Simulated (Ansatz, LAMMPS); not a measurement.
# Gap against volume in amorphous Zn22Hg13S35 (70 atoms)

Density of this cell: 4.37 g/cm³. The cell holds 70 atoms: 22 Zn, 13 Hg and 35 S. Cell: a = 13.418 Å, b = 13.079 Å, c = 11.199 Å, α = 92.1°, β = 88.1°, γ = 88.4°. The starting structure: 70 atoms (22 Zn, 13 Hg, 35 S) placed at random at 5.53 g/cm³, melted at 2500 K for 10 ps at fixed volume with the Stillinger-Weber II-VI potential (Zhou et al., Phys. Rev. B 88, 085309 (2013)). Quenched from 2500 K to 500 K at 100 K/ps and fixed volume, held 5 ps.

Calculated with Ansatz 0.2.0: Kohn-Sham DFT, RPBE, PAW (set soft_2), plane waves; cutoff 420 eV, Γ point, gaussian smearing of 0.05 eV. The relaxed cell was scaled evenly and the atoms were relaxed at each volume. The gap is that between the highest filled and the lowest empty Kohn-Sham level on the run's k-points.

| volume (Å³/atom) | gap (eV) |
| --- | --- |
| 25.226 | 1.399 |
| 26.348 | 1.417 |
| 27.189 | 1.400 |
| 28.029 | 1.367 |
| 28.870 | ? |
| 29.711 | 1.323 |

Task: Fit a straight line in ln V to the rows given and interpolate to the withheld row.

**Working.**

A volume deformation potential makes the spacing linear in u = ln(V/V0), with V0 = 28.029 Å³ the relaxed volume; v is the spacing.

```
u = ln(V/V0)  v (eV)
   -0.105361  1.3991
  -0.0618749  1.4165
  -0.0304588  1.3996
           0   1.367
   0.0582692  1.3228
```

With n = 5: mean u = -0.0278851, mean v = 1.38100, Σ(u − ū)² = 0.015365, Σ(u − ū)(v − v̄) = -0.0080614. Slope b = -0.0080614 / 0.015365 = -0.52467; intercept a = v̄ − b ū = 1.3664.

At the withheld volume u = 0.02956, and v = a + b u.

Prediction at 28.870: 1.351 eV. The run gave 1.347 eV, so the fit is high by 0.0035 eV (0.26 % of the value).

The rows don't follow a line (correlation 0.89 in size over all rows), so the slope of -0.52 eV is no deformation potential. Among the rows given, the largest miss of the fit is at 25.226, by 0.023 eV (24 % of the range of the table).

Limits: The table spans 16 % in volume, wide for a linear law. Semilocal functionals tend to put gaps under measured ones. Only the Γ point is sampled. Atoms move by up to 1.3 Å in these relaxations, so the structure changes along the series. Defect or tail levels can set the spacing of a disordered cell. Spin–orbit coupling is left out, which matters for the levels of the heavy elements.

[Long decimals in the printed logs are rounded to 6 places.]

[Logs are printed without paths, hosts, clocks, repeated set-up lines and the standing remarks that a program may print on its own settings, such as how far it seeks lower states.]

[Hosts, paths, dates, database ids (printed as entryN), source tags and the programs' standing remarks are cut or masked in the printed files.]
